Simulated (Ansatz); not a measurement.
# What LiBeF3 (model cell, started as cubic perovskite with Be in the octahedra) distorts into, part 3 of 3

Aim: this structure of LiBeF3 (model cell, started as cubic perovskite with Be in the octahedra) is to be tested for unstable modes, and one is followed downhill.

Ansatz 0.2.0; DFT PBE, scalar-relativistic, plane waves, PAW; PAW set soft_1.

So far. Step 5 (Energy along the mode, all amplitudes (two of the runs …): The lowest of the steps tried is the last one, at 0.6 Å, 19.3 meV/atom below the parent; the bottom of the well need not coincide with a step. Step 7 (The new phase in its own primitive cell): The largest force component left is 0.46 meV/Å and the pressure is 0.000 GPa, within the tolerances set. The cell now holds 9.79 Å³/atom. The relaxed cell has a = 3.351, c = 4.360 Å (conventional setting).

The structure was built from a prototype and need not be the compound's stable phase.

**8. Modes of the new phase, k-mesh 6×6×6**

A relaxed structure may still be a saddle point, so its zone-centre modes are computed. The response to a homogeneous field gives the Born charges and the dielectric tensor.

Input file input.yaml:

```yaml
crystal:
  lattice:
    - [3.3507165527, 0.0, 0.0]
    - [0.0, 3.3507165527, 0.0]
    - [0.0, 0.0, 4.3601511857]
  atoms:
    - { symbol: Li, position: [0.0, 0.0, 0.7885242607] }
    - { symbol: Be, position: [0.5, 0.5, 0.419447553] }
    - { symbol: F, position: [0.5, 0.0, 0.5419940627] }
    - { symbol: F, position: [0.5, 0.5, 0.0734657905] }
    - { symbol: F, position: [0.0, 0.5, 0.5419940627] }
kpoints:
  mp_grid: { grid: [6, 6, 6] }
hamiltonian:
  xc: pbe
  pseudopotentials: { kind: paw, azcp: { folder: soft_1 } }
scf:
  occupations: { method: fixed }
output:
  eigenvalues: true
phonons:
  method: dfpt
  dielectric: true
  rigid_motions: translations
```

Run with:

```
> ansatz run input.yaml --threads 4 --pin off --max-ram 16384MiB --backend cpu --events-out ev --progress --plain --runs-dir out
```

Numbers of over 12 decimals in the logs are rounded to 6 here.

The log of the run:

```text
[...]
Crystal: 5 atoms, lattice volume = 48.953 Å³
Basis set: ecut = 420 eV, 975 PW (Γ), exchange–correlation on 48×48×60 points (8 copies of the dense FFT grid, shifted against one another)
Bands: 18, of which v1, the nominal top of the filled ones, is band 13 counted from 1 (12 counted from 0)
Symmetry: 8 space group operations
k-points: 112 of 216 (irreducible under 1 space group operation, time reversal used)
[...]
SCF iter   1: F=—  HF=-2729.061085 eV  |F-HF|=—  |Δ(HF+E_count)|=         —  Δρ=6.66e-2  dr2=1.66e0  ethr=3.10e-3  ⟨swp⟩=4.7  Hψ=9700  notcnv=0  defer=313
[...]
SCF iter   9: F=-2728.889012 eV  HF=-2728.889012 eV  |F-HF|=2.31e-10  |Δ(HF+E_count)|=   1.97e-8  Δρ=6.04e-7  dr2=6.76e-11  ethr=1.00e-12  ⟨swp⟩=9.3  Hψ=13034  notcnv=0
SCF 1 converged in 9 iterations: F = -2728.889012 eV  dr2 = 6.76e-11
[...]
DFPT response loops at Γ: preconditioner auto → none (the input reference at scf.mixing.eps_inf says where Resta's filter doesn't serve); β = 0.50; Broyden in place of MSR1
SCF converged after 9 iterations
Free energy (F): -2728.889012 eV
[...]
Internal energy: -2728.889012 eV  (E = F + TS)
E sigma→0 (E₀):  -2728.889012 eV
Fermi energy:    0.729956 eV
[...]
--- Band table (eV; the first three rows and the last of 112) ---
  k-point 0: bands = [... 9 lower, -0.2386, -0.2386, 0.0126, 0.0126, 7.5815, 11.3485, 14.5232, 15.8581, ... 1 higher]
  k-point 1: bands = [... 9 lower, -0.2581, -0.2581, -0.0071, -0.0071, 7.8610, 11.1515, 14.5109, 15.8972, ... 1 higher]
  k-point 2: bands = [... 9 lower, -0.3076, -0.3076, -0.0370, -0.0370, 8.5238, 10.6522, 14.4936, 15.9706, ... 1 higher]
  k-point 111: bands = [... 9 lower, -0.1929, 0.1401, 0.1401, 0.7300, 11.3272, 12.8121, 12.8121, 13.2721, ... 1 higher]
--- Phonons (Γ-DFPT): 9 representative perturbations + reference, on 112 of 216 k-points (Σ response iterations 32) ---
  k mesh reduced under 1 symmetry operation, with k and −k counted as one. Each operation leaves every solved perturbation unchanged. A smaller set is not considered because the run solves the response to a homogeneous field
  ASR residual: 5.075e-3 → 0.000e0 eV/Å²; symmetrization residual: 1.179e-6 eV/Å²
  ASR residual per site (eV/Å²): 1.17e-4 5.07e-3 4.57e-4 2.18e-3 4.57e-4
[...]
ε∞ (high-frequency dielectric tensor):
        2.021265     0.000000    -0.000000
        0.000000     2.021265     0.000000
        0.000000     0.000000     1.958911
  ε⁰ (static dielectric tensor: ions relaxed, cell fixed):
       64.368310    -0.000000    -0.000000
       -0.000000    64.368310     0.000000
       -0.000000     0.000000     5.346023
  ε⁰ − ε∞ (ionic part):
       62.347046    -0.000000    -0.000000
       -0.000000    62.347046     0.000000
       -0.000000     0.000000     3.387111
  softest optical mode at Γ: 96.86 cm⁻¹; the repairs (sum rule, projections) moved no ω² at Γ by more than (12.40 cm⁻¹)²
  Born effective charges Z* (e; rows j = field, columns β = displacement):
    site 0:
         1.11221    0.00000    0.00000
         0.00000    1.11221    0.00000
        -0.00000    0.00000    1.07217
    site 1:
         2.11648    0.00000   -0.00000
         0.00000    2.11648    0.00000
        -0.00000    0.00000    1.79553
    site 2:
        -0.87832    0.00000    0.00000
         0.00000   -1.51200    0.00000
         0.00000    0.00000   -0.77223
    site 3:
        -0.83837    0.00000   -0.00000
         0.00000   -0.83837    0.00000
         0.00000    0.00000   -1.32324
    site 4:
        -1.51200    0.00000    0.00000
         0.00000   -0.87832    0.00000
        -0.00000    0.00000   -0.77223
  Z* charge neutrality: 5.414e-5 e pre-enforcement
  k-mesh period / interband length: 20.1 Å / 0.79 Å = 25.40 at k = (0.0000, 0.0000, 0.0000), direct gap 7.569 eV — 14 or more, which is no proof of convergence
  optical modes at Γ without the LO–TO term, one row a degenerate level:
      ω (cm⁻¹)  modes    IR ((D/Å)²/amu)
         96.86      2            17.0579
        146.93      2            22.3467
        169.49      1             0.0000
        301.47      2             0.7295
        312.02      1             6.1483
        445.66      1             0.4855
        494.05      2             0.1581
        861.60      1             9.0154
  optical modes at Γ + LO–TO along q̂ = [1.0000, 0.0000, 0.0000]:
      ω (cm⁻¹)  modes    IR ((D/Å)²/amu)
         96.86      1             8.5290
        120.71      1             0.0040
        146.93      1            11.1734
        169.49      1             0.0000
        298.76      1             0.0151
        301.47      1             0.3647
        312.02      1             6.1483
        445.66      1             0.4855
[...]
optical modes at Γ + LO–TO along q̂ = [0.0000, 1.0000, 0.0000]:
      ω (cm⁻¹)  modes    IR ((D/Å)²/amu)
[...]
492.20      1             0.0893
        494.05      1             0.0790
        673.88      1            20.0377
        861.60      1             9.0154
  optical modes at Γ + LO–TO along q̂ = [0.0000, 0.0000, 1.0000]:
      ω (cm⁻¹)  modes    IR ((D/Å)²/amu)
         96.86      2            17.0579
        146.93      2            22.3467
        169.49      1             0.0000
        301.47      2             0.7295
        416.92      1             1.0811
        478.72      1             2.2267
        494.05      2             0.1581
        991.66      1            12.3413
```

The job ended after 31 s (4 threads of Arm Neoverse V1, shared host; peak memory 0.65 GiB; 2 min of CPU time).

This step gave:

```yaml
sum_rule_residual_before_enforcement: 0.005075 eV/Å²
miss_of_the_charge_sum_rule: 5.41e-5 e
point_group: 4mm
highest_optical_mode_at_the_zone_centre_no_lo_to_term: 861.6 cm⁻¹
lowest_optical_zone_centre_mode: 96.86 cm⁻¹
mean_high_frequency_dielectric_constant: 2.001
largest_born_charge_third_of_the_trace: 2.009 e
mean_static_dielectric_constant: 44.69
top_of_the_zone_centre_spectrum_with_the_field: 991.7 cm⁻¹
```

Without the LO-TO term. Patterns of degenerate modes are one choice out of their space. Modes at Γ, with each element's share of the kinetic energy:

```csv
mode,frequency (cm⁻¹),symmetry,Li %,Be %,F %
1,0.0,acoustic,10,12,78
2,0.0,acoustic,10,12,78
3,0.0,acoustic,10,12,78
4,96.9,E,1,51,48
5,96.9,E,1,51,48
6,146.9,E,32,20,48
7,146.9,E,32,20,48
8,169.5,B1,0,0,100
9,301.5,E,56,14,29
10,301.5,E,56,14,29
11,312.0,A1,89,0,11
12,445.7,A1,0,10,90
13,494.1,E,0,3,97
14,494.1,E,0,3,97
15,861.6,A1,2,77,21
```

Displacements in mode 5 (96.9 cm⁻¹), the largest set to 1:
```
Li1 -0.19  0.00  0.00
Be2  1.00  0.01  0.00
F3  -0.34  0.00  0.00
F4   0.37  0.00  0.00
F5  -0.43  0.00  0.00
```

Displacements in mode 15 (861.6 cm⁻¹), the largest set to 1:
```
Li1  0.00  0.00 -0.16
Be2  0.00  0.00  1.00
F3   0.00  0.00 -0.03
F4   0.00  0.00 -0.36
F5   0.00  0.00 -0.03
```

Optical modes at the zone centre, without and with the macroscopic field of the longitudinal modes; each column is sorted by frequency, so a row need not hold one and the same mode. Modes with and without the field, by row:

```csv
rank among optical modes,no field (cm⁻¹),"q along (1, 0, 0) (cm⁻¹)","q along (0, 0, 1) (cm⁻¹)"
1,96.9,96.9,96.9
2,96.9,120.7,96.9
3,146.9,146.9,146.9
4,146.9,169.5,146.9
5,169.5,298.8,169.5
6,301.5,301.5,301.5
7,301.5,312,301.5
8,312,445.7,416.9
9,445.7,492.2,478.7
10,494.1,494.1,494.1
11,494.1,673.9,494.1
12,861.6,861.6,991.7
```

Born charge (rows field, columns displacement) (e), principal values of the symmetric part by kind of site:

```csv
atom,atoms with these values,low,middle,high,mean
Li1,1,1.07,1.11,1.11,1.10
Be2,1,1.80,2.12,2.12,2.01
F3,2,-1.51,-0.88,-0.77,-1.05
F4,1,-1.32,-0.84,-0.84,-1.00
```

In full for F3:

```
-0.88  0.00  0.00
 0.00 -1.51  0.00
 0.00  0.00 -0.77
```

High-frequency dielectric tensor:

```
2.02 0.00 0.00
0.00 2.02 0.00
0.00 0.00 1.96
```

Static dielectric tensor (ions relaxed, fixed cell):

```
64.37  0.00  0.00
 0.00 64.37  0.00
 0.00  0.00  5.35
```

Transverse modes. Infrared lines, with heights relative to the strongest:

```csv
position (cm⁻¹),label,relative intensity
97,E,76
147,E,100
170,B1,0.0
302,E,3.3
312,A1,28
446,A1,2.2
494,E,0.7
862,A1,40
```

Before it was imposed, the acoustic sum rule was missed by 0.0051 eV/Å² and the charge sum rule by 5.4e-5 e. Small misses are needed for a sound result but don't prove that mesh and cutoff are converged. The lowest optical mode is real, 96.9 cm⁻¹.

**9. What came out**

```json
{
  "unstable mode of the parent": "q = (0, 0, 0), 208i cm⁻¹",
  "depth at the lowest point sampled": "19.3 meV/atom",
  "largest atomic shift at that point": "0.6 Å",
  "space group reached (within 0.01 Å)": "P4mm",
  "energy gained over the parent (first relaxation, on the mesh of the frozen mode)": "94.3 meV/atom",
  "volume per atom, phase reached": "9.79 Å³",
  "gap on the k-mesh, phase reached": "6.85 eV",
  "lowest optical zone-centre mode, phase reached": "96.9 cm⁻¹",
  "highest optical mode at the zone centre (no LO-TO term), phase reached": "862 cm⁻¹"
}
```

Along this mode the structure falls into P4mm, 94.3 meV/atom below the parent. At the parent's cell the well is 19.27 meV/atom deep on the steps tried, with its lowest point at a shift of 0.6 Å. That is the last step tried, so the steps alone don't bracket the bottom of the well. Relaxing atoms and cell changes the gain by +75.07 meV/atom against the lowest step (energies at zero smearing). Most of the total comes from this relaxation. The new phase has no imaginary mode at the zone centre of its cell; other wavevectors were not checked. Of the 4 patterns followed to their end from this parent, this one ends 201 meV/atom above the lowest, Amm2. Each path keeps the symmetry of its pattern, so a lower phase may lie along a pattern not tried. The starting cell was built on a prototype and not taken from a measurement, so the phase need not exist.

[Logs are printed without paths, hosts, clocks, repeated set-up lines and the standing remarks that a program may print on its own settings, such as how far it seeks lower states.]

[Hosts, paths, dates, database ids (printed as entryN), source tags and the programs' standing remarks are cut or masked in the printed files.]
